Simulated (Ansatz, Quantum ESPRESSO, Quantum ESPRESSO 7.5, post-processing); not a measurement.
# vacuum gap of 7.0 Å between two Mo(110) faces: ballistic transmission

Aim: the zero-bias transmission with pwcond for this junction: vacuum gap of 7.0 Å between two Mo(110) faces.

Main program and level: Quantum ESPRESSO 7.5; plane-wave DFT, LDA, GBRV ultrasoft pseudopotentials (cross-check by Ansatz 0.2.0 with PAW datasets).

Report form: the programs' logs are mostly left out.

**1. The structure**

The cell holds 16 atoms: 16 Mo. Cell: a = 3.160 Å, b = 2.737 Å, c = 40.517 Å, α = 90.0°, β = 90.0°, γ = 54.7°. It derives from Mo. Regions: left lead, 8 atoms (8 Mo); right lead, 8 atoms (8 Mo). The structure is stacked along c, and the current runs across the ab planes.

**2. Self-consistent run**

One periodic cell holds a stretch of lead, the junction and more lead; the atoms stay as built.

scf.in

```
&control
  prefix = 'scf'
  outdir = './out'
  pseudo_dir = './pseudo'
  calculation = 'scf'
  tprnfor = .true.
/
&system
  ibrav = 0
  nat = 16
  ntyp = 1
  ecutwfc = 40
  ecutrho = 200
  occupations = 'smearing'
  smearing = 'mv'
  degauss = 0.01
/
&electrons
  conv_thr = 1e-07
  mixing_beta = 0.25
  electron_maxstep = 120
  mixing_mode = 'local-TF'
/
ATOMIC_SPECIES
  Mo  95.9500  mo_lda_v1.uspp.F.UPF
CELL_PARAMETERS angstrom
  3.16000000000000 0.00000000000000 0.00000000000000
  1.58000000000000 2.23445742854949 0.00000000000000
  0.00000000000000 0.00000000000000 40.51686142824235
ATOMIC_POSITIONS crystal
  Mo  0.000000000000 0.000000000000 0.000000000000
  Mo  0.500000000000 0.000000000000 0.055148828162
  Mo  0.000000000000 0.000000000000 0.110297656323
  Mo  0.500000000000 0.000000000000 0.165446484485
  Mo  0.000000000000 0.000000000000 0.220595312646
  Mo  0.500000000000 0.000000000000 0.275744140808
  Mo  0.000000000000 0.000000000000 0.330892968969
  Mo  0.500000000000 0.000000000000 0.386041797131
  Mo  0.000000000000 0.000000000000 0.558809374708
  Mo  0.500000000000 0.000000000000 0.613958202869
  Mo  0.000000000000 0.000000000000 0.669107031031
  Mo  0.500000000000 0.000000000000 0.724255859192
  Mo  0.000000000000 0.000000000000 0.779404687354
  Mo  0.500000000000 0.000000000000 0.834553515515
  Mo  0.000000000000 0.000000000000 0.889702343677
  Mo  0.500000000000 0.000000000000 0.944851171838
K_POINTS automatic
  9 11 1 0 0 0
```

Run with:

```console
$ OMP_NUM_THREADS=1 mpirun -n 4 pw.x -nk 4 -in scf.in > scf.out
```

It took 12 min on 4 MPI ranks of Arm Neoverse V2, shared host; peak memory 1.8 GiB; 46 min of CPU time.

Read from the output:

* free energy: -30364.0499 eV
* Fermi energy: 17.85 eV

The program's own clock; routines nest. Time by routine:

```tsv
routine	wall time (s)	calls
PWSCF	695.3	1
electrons	671.5	1
c_bands	594.8	20
cegterg	561.7	260
h_psi	302.6	1128
fftw	198.3	190936
vloc_psi	180.4	1128
calbec	90.35	1440
sum_band	71.54	20
add_vuspsi	59.59	1128
s_psi	59.46	1128
h_psi:calbec	59.18	1128
cdiaghg	20.84	1115
init_run	17.77	1
```

The run needed 20 iterations to bring the estimated error under 1e-07 Ry; the largest force on any atom, held or free, is 1.20 eV/Å.

**3. Transmission with pwcond.x**

prefixt takes both regions from one run: the lead from 0 to bdl, the scattering region from bdl to bds (units of alat). ikind = 1 puts the same lead on both sides. The program's T_tot counts both spins in a run without spin; the tables below give T per spin.

cond.in

```
&inputcond
  outdir = './out'
  prefixt = 'scf'
  tran_file = 'cond.dat'
  bdl = 1.4142135633
  bds = 12.8217915918
  ikind = 1
  ewind = 4.0
  epsproj = 1e-05
  nz1 = 7
  energy0 = 0.4
  denergy = -0.4
/
21
  0.00000000 0.00000000 0.01562500
  0.00000000 0.12500000 0.03125000
  0.00000000 0.25000000 0.03125000
  0.00000000 0.37500000 0.03125000
  0.00000000 0.50000000 0.01562500
  0.12500000 0.00000000 0.06250000
  0.12500000 0.25000000 0.06250000
  0.12500000 0.37500000 0.06250000
  0.12500000 0.50000000 0.06250000
  0.25000000 0.00000000 0.06250000
  0.25000000 0.12500000 0.03125000
  0.25000000 0.37500000 0.06250000
  0.25000000 0.50000000 0.06250000
  0.25000000 0.62500000 0.03125000
  0.37500000 0.00000000 0.06250000
  0.37500000 0.12500000 0.06250000
  0.37500000 0.50000000 0.06250000
  0.37500000 0.62500000 0.06250000
  0.50000000 0.00000000 0.03125000
  0.50000000 0.12500000 0.06250000
  0.50000000 0.25000000 0.03125000
3
```

Run with:

```console
$ OMP_NUM_THREADS=1 mpirun -n 4 pwcond.x -in cond.in > cond.out
```

Elapsed: 91 s, on 4 MPI ranks; peak memory 0.27 GiB.

This step gave:

| Quantity | Value |
| --- | --- |
| lead channels at the Fermi level, one spin | 1 |
| transmission at the Fermi level, one spin | 0.07688 |
| conductance | 0.07688 G₀ |

Per spin; mean over the k mesh across the current. Open channels, zone mean against energy, zero at the Fermi level:

```tsv
energy (eV)	open channels, zone mean
-0.400	1.12
0.000	1
0.400	1.25
```

Per spin; mean over the k mesh across the current. Transmission, zone mean against energy, zero at the Fermi level:

```tsv
energy (eV)	transmission, zone mean
-0.400	0.00856
0.000	0.0769
0.400	0.00725
```

At 0.000 eV; k in fractions of b1, b2. Transmission by k point:

```tsv
k1	k2	weight	t	channels
0	0	0.01562	0.0902	2
0	0.125	0.03125	0.03108	3
0	0.25	0.03125	0.004085	2
0	0.375	0.03125	1.67e-5	2
0	0.5	0.01562	4.90e-6	2
0.125	0	0.0625	0.3073	2
0.125	0.25	0.0625	0.8535	2
0.125	0.375	0.0625	0	0
0.125	0.5	0.0625	9.65e-6	2
0.25	0	0.0625	0	0
0.25	0.125	0.03125	0.05717	1
0.25	0.375	0.0625	0	0
0.25	0.5	0.0625	0	0
0.25	0.625	0.03125	6.70e-6	1
0.375	0	0.0625	4.48e-4	2
0.375	0.125	0.0625	7.51e-5	1
0.375	0.5	0.0625	0	0
0.375	0.625	0.0625	0	0
0.5	0	0.03125	6.22e-5	2
0.5	0.125	0.0625	0	0
0.5	0.25	0.03125	3.50e-7	1
```

The program's own clock; routines nest. Time by routine:

```tsv
routine	wall time (s)	calls
PWCOND	90.37	1
scatter_forw	78.06	126
local	5.06	21
compbs	4.07	63
compbs_2	3.43	63
init	0.76	1
poten	0.06	1
```

The run is unpolarised; a magnetic state was not tried, may lie lower and would change T.

At no point does T exceed the number of channels.

**4. Transmission with pwcond.x, with epsproj = 0.01**

How much does a setting matter? One run is repeated with a change.

cond.w.in is the input of step 3 with these lines changed:

```diff
@@ -3,3 +3,3 @@
   prefixt = 'scf'
-  tran_file = 'cond.dat'
+  tran_file = 'cond.w.dat'
   bdl = 1.4142135633
@@ -8,3 +8,3 @@
   ewind = 4.0
-  epsproj = 1e-05
+  epsproj = 0.01
   nz1 = 7
```

Run with:

```console
$ OMP_NUM_THREADS=1 mpirun -n 4 pwcond.x -in cond.w.in > cond.w.out
```

Elapsed: 49 s, on 4 MPI ranks; peak memory 0.25 GiB; 3.3 min of CPU time.

The changed values were drawn from a wide range, not chosen for quality; the comparison shows what they did here together.

Beside the run it was changed from:

```tsv
quantity	this run	unchanged run	difference
transmission at the Fermi level, one spin	0.07280	0.07688	-0.0041
lead channels at the Fermi level, one spin	1	1	0
wall time (s)	49	91
```

Over all energies T moves by up to 0.0041, at 0 eV.

The physical values in this table move by up to 5.3 %.

**5. Cross-check with Ansatz**

As a check, the same structure is run in Ansatz.

Level of this step: plane-wave DFT, LDA, Ansatz PAW (Ansatz 0.2.0).

input.yaml

```yaml
crystal:
  lattice:
    - [3.16, 0.0, 0.0]
    - [1.58, 2.2344574285, 0.0]
    - [0.0, 0.0, 40.5168614282]
  atoms:
    - { symbol: Mo, position: [0.0, 0.0, 0.0] }
    - { symbol: Mo, position: [0.5, 0.0, 0.0551488282] }
    - { symbol: Mo, position: [0.0, 0.0, 0.1102976563] }
    - { symbol: Mo, position: [0.5, 0.0, 0.1654464845] }
    - { symbol: Mo, position: [0.0, 0.0, 0.2205953126] }
    - { symbol: Mo, position: [0.5, 0.0, 0.2757441408] }
    - { symbol: Mo, position: [0.0, 0.0, 0.330892969] }
    - { symbol: Mo, position: [0.5, 0.0, 0.3860417971] }
    - { symbol: Mo, position: [0.0, 0.0, 0.5588093747] }
    - { symbol: Mo, position: [0.5, 0.0, 0.6139582029] }
    - { symbol: Mo, position: [0.0, 0.0, 0.669107031] }
    - { symbol: Mo, position: [0.5, 0.0, 0.7242558592] }
    - { symbol: Mo, position: [0.0, 0.0, 0.7794046874] }
    - { symbol: Mo, position: [0.5, 0.0, 0.8345535155] }
    - { symbol: Mo, position: [0.0, 0.0, 0.8897023437] }
    - { symbol: Mo, position: [0.5, 0.0, 0.9448511718] }
kpoints:
  mp_grid: { grid: [9, 11, 1] }
hamiltonian:
  xc: lda
scf:
  occupations: { method: fermi_dirac, width: 0.1 }
  convergence: { dr2_threshold: 1.0e-08 }
output:
  transmission: { leads: [[0, 2]], e_range: [-0.4, 0.4], de: 0.4, kmesh: [8, 8] }
  write_potential: true
  write_density: true
  volumetric_format: npy
  elf: true
```

Run with:

```console
$ ansatz run input.yaml --threads 4 --pin off --max-ram 8192MiB --backend cpu --events-out ev --progress --plain --runs-dir out
```

Elapsed: 57 s, on 4 threads; peak memory 2.2 GiB; 3.4 min of CPU time.

Read from the output:

| Item | Value |
| --- | --- |
| free energy | -77482.4293 eV |
| energy at zero smearing | -77482.2245 eV |
| smearing term TS | 0.4097 eV |
| Fermi energy | 17.61 eV |
| symmetry operations | 4 |
| transmission at the Fermi level, one spin | 0.07676 |
| step of the lead's Hamiltonian over a period | 2.4 meV |

Per spin; mean over the k mesh across the current. The transmission, zone mean by energy, zero at the Fermi level:

```tsv
energy (eV)	transmission, zone mean
-0.400	0.00872
0.000	0.0768
0.400	0.00732
```

Per spin; mean over the k mesh across the current. Table of open channels, zone mean by energy, zero at the Fermi level:

```tsv
energy (eV)	open channels, zone mean
-0.400	1.12
0.000	1
0.400	1.25
```

Electrostatic potential energy in the ca plane at fractional y = 0.000, with atoms of Mo within 0.2 Å of it. With pseudopotentials it is smooth inside the atoms' cores, unlike the true potential.

Ten even steps from '0' (-66 eV) to '9' (23 eV), each cell a mean:
```
86201489999999999999999999730036999999851015
98545788767899999999999999864468987678875457
89888997422589999999999999998889852247898889
89999986200379999999999999999999730015899999
89999986200479999999999999999999841026899999
88767898644789999999999999987678875458987678
87322689888999999999999999852247998889863236
85100489999999999999999999730026999999840015
```
Columns run along c (16.0 Å, from fractional 0.30 to 0.70 of the cell; values clipped at the 3rd and 97th percentile), rows up along a (3.2 Å). Atoms in or near the plane, at fractional coordinates: Mo at (0.33, 0.00), Mo at (0.39, 0.50), Mo at (0.56, 0.00), Mo at (0.61, 0.50), Mo at (0.67, 0.00).

ELF in the ca plane at fractional y = 0.000, with atoms of Mo within 0.2 Å of it. It is the smooth field of the valence electrons, not physical close to the nuclei.

Ten even steps from '0' (0.00) to '9' (0.75), each cell a mean:
```
36989834323344421000000001498895443234389797
34677443344322210000000111257754434433347764
33222344899831100000001233322234379985332223
34444546967941000000001345554444497597354445
34323445988941000000001244433234389896343234
33343344677521110000001122234433457764333433
35999734222233321000000011389984432223369996
37958844444555431000000001597695454454388587
```
Columns run along c (16.0 Å, from fractional 0.30 to 0.70 of the cell), rows up along a (3.2 Å). Atoms in or near the plane, at fractional coordinates: Mo at (0.33, 0.00), Mo at (0.39, 0.50), Mo at (0.56, 0.00), Mo at (0.61, 0.50), Mo at (0.67, 0.00).

Ansatz finds T = 0.0768 against pwcond's 0.0769.

**6. All levels side by side**

All levels:

```tsv
step	T at the Fermi level (per spin)	conductance (G0)	r.m.s. T(E) from the first	CPU time of the step (s)	peak memory (GiB)
Ansatz	0.07676	-	0	205.3	2.174
pwcond	0.07688	0.07688	1.20e-4	363.4	0.27
pwcond, changed setting	0.0728	0.0728	0.002294	195.2	0.25
```

Per spin; mean over the k mesh across the current. The transmission, zone mean by energy, zero at the Fermi level:

```tsv
energy (eV)	Ansatz	pwcond	pwcond, changed setting
-0.400	0.00872	0.00856	0.00850
0.000	0.0768	0.0769	0.0728
0.400	0.00732	0.00725	0.00731
```

**7. The arithmetic**

The Landauer sum over the mesh, Σ w T = 0.0625 × 0.853 + 0.0625 × 0.307 + 0.0312 × 0.0572 + … = 0.07688.

G = 0.0769 × 77.48 µS = 5.96 µS a cell. Times the area of 7.061 Å², the resistance-area product is A/G = 11.9 fΩ m², the leads' contact resistance included.

**8. Summary of results**

```yaml
conductance_from_t_at_the_fermi_level_a_cell: 0.0769 G₀
conductance_per_area: 84.4 S/μm²
lead_channels_per_spin: 1.00
the_same_conductance_by_ansatz: 0.0768 G₀
```

The junction conducts 0.0769 G₀ a cell at the Fermi level (LDA, GBRV ultrasoft). At the Fermi level the junction passes 7.7 % of what the leads offer. At the Fermi level pwcond and Ansatz differ by 0.15 %, a close match. Points with over 2.5 times the mean carry 94 % of T, so the mean leans on few points, and the mesh was not tested. Over -0.4 to 0.4 eV, T lies between 0.0073 and 0.077 per spin. The geometry is as built, not relaxed, and the leads are short. Semilocal functionals lack the image potential in a vacuum gap.

[Logs are printed without paths, hosts, clocks, repeated set-up lines and the standing remarks that a program may print on its own settings, such as how far it seeks lower states.]

[Hosts, paths, dates, database ids (printed as entryN), source tags and the programs' standing remarks are cut or masked in the printed files.]

[Maps of the electrostatic potential energy from Ansatz leave out the sawtooth potential of an applied field or a dipole correction, so their vacuum need not be flat; planar profiles and work functions include it.]
